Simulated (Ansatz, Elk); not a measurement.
# Bonding as seen by X-rays: CuNi2S2

The structure of CuNi2S2 used here is made up (a known structure type with other elements) and was relaxed beforehand with PBE. The aim is the Fourier transform of its all-electron density, F(hkl), set beside the sum over free spherical atoms that refinements use.

Calculated with Elk 11.2.3 (patched build); DFT, PBE, all-electron APW+lo, Dirac cores, scalar-relativistic bands, static density, no spin.

This account leaves out most program logs.

The structure was built from a prototype and need not be the compound's stable phase.

**1. Starting point**

It takes space group I4/mmm (No. 139, tetragonal). Conventional cell: a = 3.569 Å, b = 3.569 Å, c = 11.440 Å, α = 90.00°, β = 90.00°, γ = 90.00°. Cu has 8 S at 2.93 Å nearest. Nearest to Ni lie 4 S at 2.25 Å and 4 Ni at 2.52 Å. Nearest to S lie 4 Ni at 2.25 Å and 4 Cu at 2.93 Å. Farther neighbours and most contacts between anions are not listed.

As a file:

```cif
data_structure
_symmetry_space_group_name_H-M 'I4/mmm'
_symmetry_Int_Tables_number 139
_cell_length_a 3.5687
_cell_length_b 3.5687
_cell_length_c 11.4399
_cell_angle_alpha 90.000
_cell_angle_beta 90.000
_cell_angle_gamma 90.000
_cell_volume 145.70
loop_
_atom_site_label
_atom_site_type_symbol
_atom_site_symmetry_multiplicity
_atom_site_Wyckoff_symbol
_atom_site_fract_x
_atom_site_fract_y
_atom_site_fract_z
_atom_site_occupancy
Cu1 Cu 2 a 0.00000 0.00000 0.00000 1
Ni1 Ni 4 d 0.50000 0.00000 0.25000 1
S1 S 4 e 0.50000 0.50000 0.12960 1
```

**2. Ground state and structure factors**

An all-electron density is needed, since X-rays see the cores too. Task 0 finds the density and task 195 Fourier-transforms it; tshift is off so that phases refer to the origin typed.

elk.in reads:

```
tasks
  0
  195

xctype
  20

spinpol
  .false.

rgkmax
  7.0

gmaxvr
  14.0

lmaxo
  7

lmaxapw
  8

swidth
  0.002

tshift
  .false.

ramdisk
  .false.

hmaxvr
  5.5

maxscl
  120

epspot
  1e-06

sppath
  './'

avec
  -3.37196033556 3.37196033556 10.80911514016
  3.37196033556 -3.37196033556 10.80911514016
  3.37196033556 3.37196033556 -10.80911514016

atoms
  3
  'Cu.in'
  1
  -0.0000000000 -0.0000000000 0.0000000000   0.000000 0.000000 0.000000
  'Ni.in'
  2
  0.2500000000 0.7500000000 0.5000000000   0.000000 0.000000 0.000000
  0.7500000000 0.2500000000 0.5000000000   0.000000 0.000000 0.000000
  'S.in'
  2
  0.6296005640 0.6296005640 -0.0000000000   0.000000 0.000000 0.000000
  0.3703994360 0.3703994360 -0.0000000000   0.000000 0.000000 0.000000

ngridk
  9 9 9
```

On the command line:

```console
OMP_NUM_THREADS=4 elk
```

Wall time 77 s (4 threads of Arm Neoverse V1, shared host); peak memory 0.19 GiB; 4.4 min of CPU time.

SFACRHO.OUT:

```text

h k l indices transformed by vhmat matrix:
   1.000000000       0.000000000       0.000000000    
   0.000000000       1.000000000       0.000000000    
   0.000000000       0.000000000       1.000000000    

      h      k      l  multipl.   |H|            Re(F)            Im(F)           |F|

      0      0      0      1   0.0000000       117.00000      0.19655933E-16   117.00000    
      1      1     -1      2  0.58128582      -27.179840      0.15350333E-13   27.179840    
      1      0      0      8  0.97596285       7.7505938      -0.0000000       7.7505938    
      2      2     -2      2   1.1625716       47.028503     -0.28781875E-13   47.028503    
      2      1     -1      8   1.2760446       41.051314      -0.0000000       41.051314    
     -1      1      0      4   1.3175964       1.2348618     -0.18743943E-16   1.2348618    
      0      2     -1      8   1.4401228       64.597402     -0.34111852E-14   64.597402    
     -3     -2      2      8   1.7262279       32.697055      -0.0000000       32.697055    
      3      3     -3      2   1.7438574      -15.416611      0.56284555E-13   15.416611    
      3      1     -2      8   1.7571662      -37.828935     -0.98071574E-14   37.828935    
     -1      1     -1      4   1.8633628       77.608137      0.47137236E-14   77.608137    
     -2      0      0      8   1.9519257      -18.714413     -0.85279630E-14   18.714413    
      1      0     -2     16   2.1034791       7.1361889      -0.0000000       7.1361889    
      3      3     -2      8   2.1856576       57.049713     -0.22172704E-13   57.049713    
     -1     -3      3      8   2.1962909       36.893543     -0.13218343E-13   36.893543    
     -4     -3      3      8   2.2376823       4.3474360      -0.0000000       4.3474360    
      3      0     -2     16   2.2584089       31.283745      -0.0000000       31.283745    
     -4     -4      4      2   2.3251433       68.314714      0.43919009E-13   68.314714
```

Elk indexes on the primitive cell of elk.in and gives |H| = 4π sin θ/λ in inverse bohr. Below, one row stands for each form hkl of the conventional cell (m members, Friedel mates merged), F is for one primitive cell and the density is static (no thermal factor). Free-atom factors are Waasmaier and Kirfel's, and R is Σm||F|−|F'||/Σm|F|.

| hkl | m | sin θ/λ (Å⁻¹) | abs F, DFT | neutral atoms | diff. |
| --- | --- | --- | --- | --- | --- |
| 002 | 2 | 0.087 | 27.180 | 26.700 | +0.480 |
| 101 | 8 | 0.147 | 7.751 | 8.064 | -0.314 |
| 004 | 2 | 0.175 | 47.029 | 47.090 | -0.062 |
| 103 | 8 | 0.192 | 41.051 | 41.187 | -0.136 |
| 110 | 4 | 0.198 | 1.235 | 1.492 | -0.257 |
| 112 | 8 | 0.217 | 64.597 | 64.823 | -0.226 |
| 105 | 8 | 0.260 | 32.697 | 32.987 | -0.290 |
| 006 | 2 | 0.262 | 15.417 | 15.365 | +0.052 |
| 114 | 8 | 0.264 | 37.829 | 37.809 | +0.019 |
| 200 | 4 | 0.280 | 77.608 | 78.037 | -0.429 |
| 202 | 8 | 0.293 | 18.714 | 18.780 | -0.065 |
| 211 | 16 | 0.316 | 7.136 | 7.213 | -0.076 |
| 116 | 8 | 0.329 | 57.050 | 57.355 | -0.306 |
| 204 | 8 | 0.330 | 36.894 | 37.103 | -0.209 |
| 107 | 8 | 0.337 | 4.347 | 4.338 | +0.009 |
| 213 | 16 | 0.340 | 31.284 | 31.495 | -0.211 |
| 008 | 2 | 0.350 | 68.315 | 68.628 | -0.313 |
| 215 | 16 | 0.382 | 26.713 | 26.677 | +0.036 |

**3. The highest occupied states alone**

An energy window below the Fermi level keeps the highest occupied states, to see at which angles they scatter; shallow core shells can lie inside it and anion s states outside. No new self-consistency is needed.

elk.in, as its differences from that of step 2:

```diff
@@ -1,3 +1,2 @@
 tasks
-  0
   195
@@ -40,2 +39,5 @@
 
+wsfac
+  -0.189650 0.551340
+
 sppath
```

On the command line:

```console
OMP_NUM_THREADS=4 elk
```

It took 11 s on 4 threads; peak memory 0.17 GiB; 17 s of CPU time.

States within 12 eV below the Fermi level hold 39.00 electrons; any levels below the window count with the cores. Their amplitudes can exceed the total, where window and core parts have opposite phase:

| hkl | sin θ/λ (Å⁻¹) | abs F, window | abs F, all |
| --- | --- | --- | --- |
| 002 | 0.087 | 7.674 | 27.180 |
| 101 | 0.147 | 5.242 | 7.751 |
| 004 | 0.175 | 17.209 | 47.029 |
| 103 | 0.192 | 8.672 | 41.051 |
| 110 | 0.198 | 2.644 | 1.235 |
| 112 | 0.217 | 17.379 | 64.597 |
| 105 | 0.260 | 6.177 | 32.697 |
| 006 | 0.262 | 3.746 | 15.417 |
| 114 | 0.264 | 4.235 | 37.829 |
| 200 | 0.280 | 13.956 | 77.608 |

**4. Another functional**

The difference from free atoms is small, so it is set against the change that LDA (Perdew-Wang) makes.

elk.in, as its differences from that of step 3:

```diff
@@ -1,2 +1,3 @@
 tasks
+  0
   195
@@ -4,3 +5,3 @@
 xctype
-  20
+  3
 
@@ -39,5 +40,2 @@
 
-wsfac
-  -0.189650 0.551340
-
 sppath
```

On the command line:

```console
OMP_NUM_THREADS=4 elk
```

It took 45 s on 4 threads; peak memory 0.17 GiB.

Against the first run R = 0.10 %; the largest change is -0.060 at 204.

**5. A coarser k-mesh**

About half the k-points along each axis test the sampling.

elk.in, as its differences from that of step 4:

```diff
@@ -5,3 +5,3 @@
 xctype
-  3
+  20
 
@@ -63,2 +63,2 @@
 ngridk
-  9 9 9
+  4 4 4
```

On the command line:

```console
OMP_NUM_THREADS=4 elk
```

Run time: 29 s. Hardware: 4 threads; peak memory 0.18 GiB; 70 s of CPU time.

Against the first run R = 0.01 %; the largest change is -0.014 at 0 0 12.

**6. Settings against the effect**

| run | R against the first run (%) | R against neutral atoms, low angle (%) | wall time |
| --- | --- | --- | --- |
| PBE, rgkmax 7 | 0.00 | 0.58 | 77 s |
| LDA (Perdew-Wang) | 0.10 | 0.60 | 45 s |
| k-mesh 4×4×4 | 0.01 | 0.58 | 29 s |

**7. Outcome**

| Property | Result |
| --- | --- |
| R against neutral atoms, sin θ/λ < 0.3 Å⁻¹ | 0.58 % |
| R against neutral atoms, 0.3 to 0.82 Å⁻¹ | 0.32 % |

What this shows: Independent neutral atoms miss the calculated amplitudes by R = 0.58 % below 0.3 Å⁻¹ and 0.32 % from there to 0.82 Å⁻¹; by shells, 2.98 % below 0.15 Å⁻¹ (2 forms), 0.44 % 0.15 to 0.3 (9 forms), 0.37 % 0.3 to 0.45 (19 forms), 0.31 % above 0.45 (100 forms). Bonding, aspherical density and the tables' own atoms all enter these figures, and the runs don't part them. The largest change of an amplitude is +0.48 electrons, at 002. Weak lines can change much in proportion: 110 goes from 1.49 to 1.23. The window's part falls from 39.0 electrons at the origin to at most 6.70 between 0.45 and 0.82 Å⁻¹, where compact states inside the window still scatter. Below 0.3 Å⁻¹ the changes that finished (LDA (Perdew-Wang) and k-mesh 4×4×4) move F by R = 0.05 % at most, against the 0.58 % that separates it from free atoms. The basis has no finished test. These runs have no spin, though d or f shells may be open. The electron count is odd, so without spin the run is a metal by force. Part of the difference isn't bonding: the tables are fits to free atoms and ions calculated by other methods than this functional. Thermal motion, anomalous dispersion and extinction are left out.

[Logs are printed without paths, hosts, clocks, repeated set-up lines and the standing remarks that a program may print on its own settings, such as how far it seeks lower states.]

[Hosts, paths, dates, database ids (printed as entryN), source tags and the programs' standing remarks are cut or masked in the printed files.]
